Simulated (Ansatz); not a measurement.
# Li on Cu(100): change of the work function, part 5 of 5

How does Li on the hollow site change the work function of Cu(100) as the layer fills?

Ansatz 0.2.0; plane-wave DFT, PBE, Ansatz PAW.

So far, work function, upper face (eV): step 2 (the clean slab) 4.57; step 5 (adsorbate added, k-mesh 12×12×1, coverage 1 ML) 3.54; step 7 (the slab at 0.25 ML, atoms frozen) 2.38; step 8 (the substrate of the 0.25 ML cell alone) 4.58; step 9 (the adsorbate layer of the 0.25 ML cell alone) 3.07.

## Step 11: Varying the input

This step: plane-wave DFT, PBE, Ansatz PAW (Ansatz 0.2.0).

System of this step: Li/Cu(100). The cell holds 5 atoms: 4 Cu and 1 Li. Its edges and angles: a = 2.553 Å, b = 2.553 Å, c = 25.466 Å, α = 90.0°, β = 90.0°, γ = 90.0°. Vacuum lies along c.

A run with a changed input: it repeats the earlier run at 1 ML with scf.occupations.method from fermi_dirac to methfessel_paxton, scf.occupations.width from 0.1 to 0.05 and scf.convergence.dr2_threshold from 1e-08 to 1e-11.

Contents of input.yaml:

```yaml
crystal:
  lattice:
    - [2.5526554801, 0.0, 0.0]
    - [0.0, 2.5526554801, 0.0]
    - [0.0, 0.0, 25.4661087593]
  atoms:
    - { symbol: Cu, position: [0.5, 0.5, 0.3534108837] }
    - { symbol: Cu, position: [0.0, 0.0, 0.4242893998] }
    - { symbol: Cu, position: [0.5, 0.5, 0.4963981726] }
    - { symbol: Cu, position: [0.0, 0.0, 0.5661630324] }
    - { symbol: Li, position: [0.5, 0.5, 0.6465891163] }
kpoints:
  mp_grid: { grid: [12, 12, 1] }
hamiltonian:
  xc: pbe
scf:
  occupations: { method: methfessel_paxton, width: 0.05 }
  convergence: { dr2_threshold: 1.0e-11 }
efield:
  axis: 3
  dipole_correction: true
  ramp_position: 0.97
  ramp_width: 0.06
relax:
  f_tol: 0.02
  max_steps: 60
  constraints: [{ sites: [0, 1] }]
output:
  bader: true
  write_potential: true
  write_density: true
  volumetric_format: npy
```

The run is started by

```sh
> ansatz run input.yaml --threads 4 --pin off --max-ram 12288MiB --backend cpu --events-out ev --progress --plain --runs-dir out
```

Numbers of over 12 decimals in the logs are rounded to 6 here.

The program printed:

```text
[...]
Crystal: 5 atoms, lattice volume = 165.938 Å³
Basis set: ecut = 420 eV, 3257 PW (Γ), exchange–correlation on 36×36×360 points (8 copies of the dense FFT grid, shifted against one another)
Bands: 48, of which v1, the nominal top of the filled ones, is band 40 counted from 1 (39 counted from 0)
Symmetry: 8 space group operations
[...]
k-points: 28 of 144
[...]
SCF iter   1: F=—  HF=-26704.483556 eV  |F-HF|=—  |Δ(HF+E_count)|=         —  Δρ=3.69e-3  dr2=1.13e-1  ethr=1.77e-3  p=0.032 e·Å  D=3.52e-2 V/Å  ΔV_dip=-0.90 eV  dr2_dipole=8.49e-4  V_vac-E_F(+/−)=3.57/4.47 eV  ⟨swp⟩=8.4  Hψ=5850  notcnv=0  defer=13
[...]
SCF iter  18: F=-26704.479806 eV  HF=-26704.479806 eV  |F-HF|=1.46e-10  |Δ(HF+E_count)|=  4.47e-10  S|Δr|=    0.00e0  Δρ=6.83e-8  dr2=7.59e-12  ethr=1.00e-12  p=0.030 e·Å  D=3.26e-2 V/Å  ΔV_dip=-0.83 eV  dr2_dipole=5.19e-13  V_vac-E_F(+/−)=3.77/4.60 eV  ⟨swp⟩=6.1  Hψ=6053  notcnv=0
SCF 1 converged in 18 iterations: F = -26704.479806 eV  dr2 = 7.59e-12
[...]
relax step   1: F+E_penalty+E_count = -26704.47980562 eV  Δ(F+E_penalty+E_count) = +0.000e0 eV  max|allowed force component| = 4.772e-1 eV/Å  Δτ_max = 0.0000 Å  (18 SCF iters, accepted)
[...]
SCF iter  21: F=-26704.507765 eV  HF=-26704.507765 eV  |F-HF|=3.06e-10  |Δ(HF+E_count)|=  2.18e-11  S|Δr|=    0.00e0  Δρ=3.78e-8  dr2=2.88e-12  ethr=1.00e-12  p=0.035 e·Å  D=3.78e-2 V/Å  ΔV_dip=-0.96 eV  dr2_dipole=3.46e-13  V_vac-E_F(+/−)=3.64/4.60 eV  ⟨swp⟩=5.2  Hψ=6201  notcnv=0
SCF 2 converged in 21 iterations: F = -26704.507765 eV  dr2 = 2.88e-12
relax step   2: F+E_penalty+E_count = -26704.50776509 eV  Δ(F+E_penalty+E_count) = -2.796e-2 eV  max|allowed force component| = 1.790e-1 eV/Å  Δτ_max = 0.1411 Å  (21 SCF iters, accepted)
SCF iter   1: F=—  HF=-26704.511846 eV  |F-HF|=—  |Δ(HF+E_count)|=         —  Δρ=1.57e-3  dr2=2.85e-3  ethr=6.08e-5  p=0.035 e·Å  D=3.78e-2 V/Å  ΔV_dip=-0.96 eV  dr2_dipole=3.63e-4  V_vac-E_F(+/−)=3.65/4.61 eV  ⟨swp⟩=4.2  Hψ=2826  notcnv=0  defer=86
[...]
SCF iter  17: F=-26704.510781 eV  HF=-26704.510781 eV  |F-HF|=1.35e-10  |Δ(HF+E_count)|=  3.57e-10  S|Δr|=    0.00e0  Δρ=5.19e-8  dr2=7.37e-12  ethr=1.00e-12  p=0.035 e·Å  D=3.85e-2 V/Å  ΔV_dip=-0.98 eV  dr2_dipole=1.92e-16  V_vac-E_F(+/−)=3.62/4.60 eV  ⟨swp⟩=6.0  Hψ=6030  notcnv=0
SCF 3 converged in 17 iterations: F = -26704.510781 eV  dr2 = 7.37e-12
relax step   3: F+E_penalty+E_count = -26704.51078052 eV  Δ(F+E_penalty+E_count) = -3.015e-3 eV  max|allowed force component| = 6.159e-2 eV/Å  Δτ_max = 0.0248 Å  (17 SCF iters, accepted)
SCF iter   1: F=—  HF=-26704.511476 eV  |F-HF|=—  |Δ(HF+E_count)|=         —  Δρ=7.30e-4  dr2=1.28e-3  ethr=1.23e-5  p=0.035 e·Å  D=3.85e-2 V/Å  ΔV_dip=-0.98 eV  dr2_dipole=2.21e-4  V_vac-E_F(+/−)=3.62/4.60 eV  ⟨swp⟩=3.4  Hψ=2728  notcnv=0  defer=88
[...]
SCF iter  18: F=-26704.511174 eV  HF=-26704.511174 eV  |F-HF|=1.82e-11  |Δ(HF+E_count)|=  3.64e-12  S|Δr|=    0.00e0  Δρ=3.20e-8  dr2=4.98e-12  ethr=1.00e-12  p=0.035 e·Å  D=3.85e-2 V/Å  ΔV_dip=-0.98 eV  dr2_dipole=8.25e-13  V_vac-E_F(+/−)=3.62/4.60 eV  ⟨swp⟩=6.0  Hψ=5920  notcnv=0
SCF 4 converged in 18 iterations: F = -26704.511174 eV  dr2 = 4.98e-12
relax step   4: F+E_penalty+E_count = -26704.51117390 eV  Δ(F+E_penalty+E_count) = -3.934e-4 eV  max|allowed force component| = 1.824e-3 eV/Å  Δτ_max = 0.0106 Å  (18 SCF iters, accepted)
[...]
SCF converged after 18 iterations
Stability not checked: this state was not tested for a lower state beside it, because cold or Methfessel-Paxton smearing, or corrected tetrahedra, fill the levels in a way that the test cannot read (fill_not_monotonic; see scf.lower_state_search)
Free energy (F): -26704.511174 eV
[...]
Internal energy: -26704.509980 eV  (E = F + TS)
E sigma→0 (E₀):  -26704.510875 eV
Entropy (-TS):   -0.001194 eV (-0.239 meV/atom)
Fermi energy:    2.451207 eV
Dipole field:    D = 0.038488 V/Å  (p = 0.035295 e·Å, saw-weighted, corrected)
Work function:   Φ+ = 3.6207 eV   Φ− = 4.6009 eV
[...]
--- Forces (eV/Å), atoms counted from 1 ---
  atom   1  Cu    -0.00000000     0.00000000     0.10711965
  atom   2  Cu    -0.00000000     0.00000000    -0.10705652
  atom   3  Cu     0.00000000     0.00000000    -0.00182400
  atom   4  Cu    -0.00000000     0.00000000     0.00050195
  atom   5  Li     0.00000000     0.00000000     0.00125707
  max |Σ_I F_I| component: 1.85e-6 eV/Å
--- Band table (eV; the first three rows and the last of 28) ---
  k-point 0: bands = [... 36 lower, 0.7418, 0.8402, 0.9874, 0.9874, 1.0476, 2.1804, 3.3792, 5.7822, ... 4 higher]
  k-point 1: bands = [... 36 lower, 0.7109, 0.7939, 0.9716, 1.0375, 1.2004, 2.3959, 3.7100, 5.9404, ... 4 higher]
  k-point 2: bands = [... 36 lower, 0.6710, 0.7072, 0.9129, 1.0276, 1.6922, 2.9563, 4.5082, 6.4144, ... 4 higher]
  k-point 27: bands = [... 36 lower, 1.4332, 4.6515, 4.6515, 6.2863, 6.2863, 8.2978, 8.2978, 8.8252, ... 4 higher]
--- Relaxed structure (4 steps of the walk, 4 accepted, 0 SCFs on fresh bases) ---
  F+E_penalty+E_count = -26704.51117390 eV   max|allowed force component| = 1.824e-3 eV/Å
  atoms:
    - { symbol: Cu, position: [0.5, 0.5, 0.3534108837] }
    - { symbol: Cu, position: [0.0, 0.0, 0.424289] }
    - { symbol: Cu, position: [0.5, 0.5, 0.496199] }
    - { symbol: Cu, position: [0, 0.0, 0.568379] }
    - { symbol: Li, position: [0.5, 0.5, 0.641786] }
--- Bader charges: 5 sites ---
  site symbol  charge [e]  shift [e]
     0     Cu     -0.0210     0.0002
     1     Cu      0.0206     0.0002
     2     Cu     -0.0052     0.0000
     3     Cu     -0.7631     0.0003
     4     Li      0.7687     0.0003
  estimated error of the sums over rays = 2.9e-4 e
```

Wall time 59 s (4 threads of Intel Xeon Platinum 8259CL at 2.50GHz (Skylake/Cascade Lake), shared host); peak memory 0.62 GiB.

The steps of the relaxation:

| step | energy less that of the first step (eV) | largest force component (eV/Å) |
| --- | --- | --- |
| 1 | 0.0000 | 0.4772 |
| 2 | -0.0280 | 0.1790 |
| 3 | -0.0310 | 0.0616 |
| 4 | -0.0314 | 0.0018 |

Forces are held to the 8 operations that the run works with; a distortion that breaks them can't arise in this run.

The atoms that moved most (Å):

| atom | dx | dy | dz | length |
| --- | --- | --- | --- | --- |
| Li5 | 0.000 | 0.000 | -0.122 | 0.122 |
| Cu4 | 0.000 | 0.000 | 0.056 | 0.056 |
| Cu3 | 0.000 | 0.000 | -0.005 | 0.005 |

The relaxed structure:

```cif
data_structure
_symmetry_space_group_name_H-M 'P 1'
_symmetry_Int_Tables_number 1
_cell_length_a 2.5527
_cell_length_b 2.5527
_cell_length_c 25.4661
_cell_angle_alpha 90.000
_cell_angle_beta 90.000
_cell_angle_gamma 90.000
_cell_volume 165.94
loop_
_atom_site_label
_atom_site_type_symbol
_atom_site_fract_x
_atom_site_fract_y
_atom_site_fract_z
_atom_site_occupancy
Cu1 Cu 0.50000 0.50000 0.35341 1
Cu2 Cu 0.00000 0.00000 0.42429 1
Cu3 Cu 0.50000 0.50000 0.49620 1
Cu4 Cu 0.00000 0.00000 0.56838 1
Li5 Li 0.50000 0.50000 0.64179 1
```

This step gave:

```
energy at zero smearing        : -26704.5109 eV
work function, upper face      : 3.621 eV
work function, lower face      : 4.601 eV
dipole along the normal        : 0.03529 e·Å
step between the vacuum levels : -0.9801 eV
```

| quantity | this run | earlier run | difference |
| --- | --- | --- | --- |
| work function, upper face (eV) | 3.621 | 3.545 | 0.076 |
| work function, lower face (eV) | 4.601 | 4.570 | 0.031 |
| dipole along the normal (e·Å) | 0.03529 | 0.03690 | -0.0016 |

What moves beyond 0.01 in its unit (for the dipole 0.5 % and 5e-5 e·Å): dipole along the normal (-0.00161 e·Å), work function, upper face (+0.0757 eV) and work function, lower face (+0.031 eV).

## Step 12: A changed input

System of this step: Cu(100). The cell holds 4 atoms: 4 Cu. Cell: a = 2.553 Å, b = 2.553 Å, c = 23.415 Å, α = 90.0°, β = 90.0°, γ = 90.0°. Vacuum lies along c.

An input spoilt on purpose, to show how the run answers: it repeats the earlier run at 0 ML with efield.ramp_position from 0.97 to 0.475, and scf.max_iter set to 50.

Contents of input.yaml:

```yaml
crystal:
  lattice:
    - [2.5526554801, 0.0, 0.0]
    - [0.0, 2.5526554801, 0.0]
    - [0.0, 0.0, 23.415]
  atoms:
    - { symbol: Cu, position: [0.5, 0.5, 0.3843689942] }
    - { symbol: Cu, position: [0.0, 0.0, 0.4614563314] }
    - { symbol: Cu, position: [0.5, 0.5, 0.5385436686] }
    - { symbol: Cu, position: [0.0, 0.0, 0.6156310058] }
kpoints:
  mp_grid: { grid: [12, 12, 1] }
hamiltonian:
  xc: pbe
scf:
  occupations: { method: fermi_dirac, width: 0.1 }
  convergence: { dr2_threshold: 1.0e-08 }
  max_iter: 50
efield:
  axis: 3
  dipole_correction: true
  ramp_position: 0.475
  ramp_width: 0.06
relax:
  f_tol: 0.02
  max_steps: 60
  constraints: [{ sites: [0, 1] }]
output:
  write_potential: true
  write_density: true
  volumetric_format: npy
```

The program printed:

```text
The last accepted step is kept in <dir> (removed where the run ends without a failure and the disk answers)
Engine: ansatz 0.2.0, x86_64-unknown-linux-gnu
Pseudopotentials: kind: paw
Pseudopotential: Cu, paw, valence charge 19, recommended cutoff 420 eV (normal), Cu.paw.azcp
Functional definition: PBE
  parameter kappa = 0.804
  parameter beta = 0.066725
  exchange = pbe_x(kappa = kappa, mu = beta*pi^2/3)
  correlation = pbe_c(beta = beta)
Crystal: 4 atoms, lattice volume = 152.573 Å³
Basis set: ecut = 420 eV, 3011 PW (Γ), exchange–correlation on 36×36×320 points (8 copies of the dense FFT grid, shifted against one another)
Bands: 46, of which v1, the nominal top of the filled ones, is band 38 counted from 1 (37 counted from 0)
Symmetry: 8 space group operations
k-points: 28 of 144
Non-local potential: Cu, projectors of the file, l = 0: 3, l = 1: 2, l = 2: 3, l = 3: 1
PAW form: soft (Blöchl's): semilocal exchange-correlation on the pseudo side does not see the compensation charge
PAW one-centre angular grid: Cu, 590 points (default); XC on 64 Gauss nodes
Initial density: superposition of atomic densities (neutral atoms: chi_scale 0, normalization atom), corrected by the library's trained network
Initial wavefunctions: pseudopotential atomic-orbital guess
Functional: x = pbe(κ = 0.804, μ = 0.219515), c = pbe(β = 0.066725)
Error: efield: ion 2 (Cu) at fractional coordinate 0.5385 along the field axis lies inside the sawtooth ramp with 2 of the planes that the density is read on at each end, [0.4625, 0.5475] — the ramp must sit in vacuum (an ion there feels the fictitious reversed slope); set or move the ramp (efield.ramp_position / ramp_width) or move the geometry
```

Elapsed: 0.34 s, on 4 threads; peak memory 0.34 GiB.

The input was rejected at the start.

The program's message: “Error: efield: ion 2 (Cu) at fractional coordinate 0.5385 along the field axis lies inside the sawtooth ramp with 2 of the planes that the density is read on at each end, [0.4625, 0.5475] — the ramp m …”

The fault put into the input: the ramp among the atoms.

## Step 13: What came out

* work function of the clean face: 4.57 eV
* work function at 0.25 ML: 2.38 eV
* work function at 0.5 ML: 2.45 eV
* work function at 1 ML: 3.54 eV
* dipole per adsorbate at 0.25 ML, positive end outwards: 1.49 D
* step of the potential from the moved charge at 0.25 ML, upper less lower side, atoms held: -2.17 eV

What this shows: Li lowers the work function of Cu(100) at the lowest coverage, by 2.19 eV: the adsorbate layer has its positive end outwards. The dipole per adsorbate falls from 1.49 to 0.17 D as the layer fills. Neighbouring dipoles depolarise each other, and heights and bonding change with coverage too. The slab has 4 layers, at the tabulated experimental lattice constant, one starting site was run, and quantum-size effects of a slab this thin can reach one or two tenths of an eV.

[Logs are printed without paths, hosts, clocks, repeated set-up lines and the standing remarks that a program may print on its own settings, such as how far it seeks lower states.]

[Hosts, paths, dates, database ids (printed as entryN), source tags and the programs' standing remarks are cut or masked in the printed files.]

[Maps of the electrostatic potential energy from Ansatz leave out the sawtooth potential of an applied field or a dipole correction, so their vacuum need not be flat; planar profiles and work functions include it.]
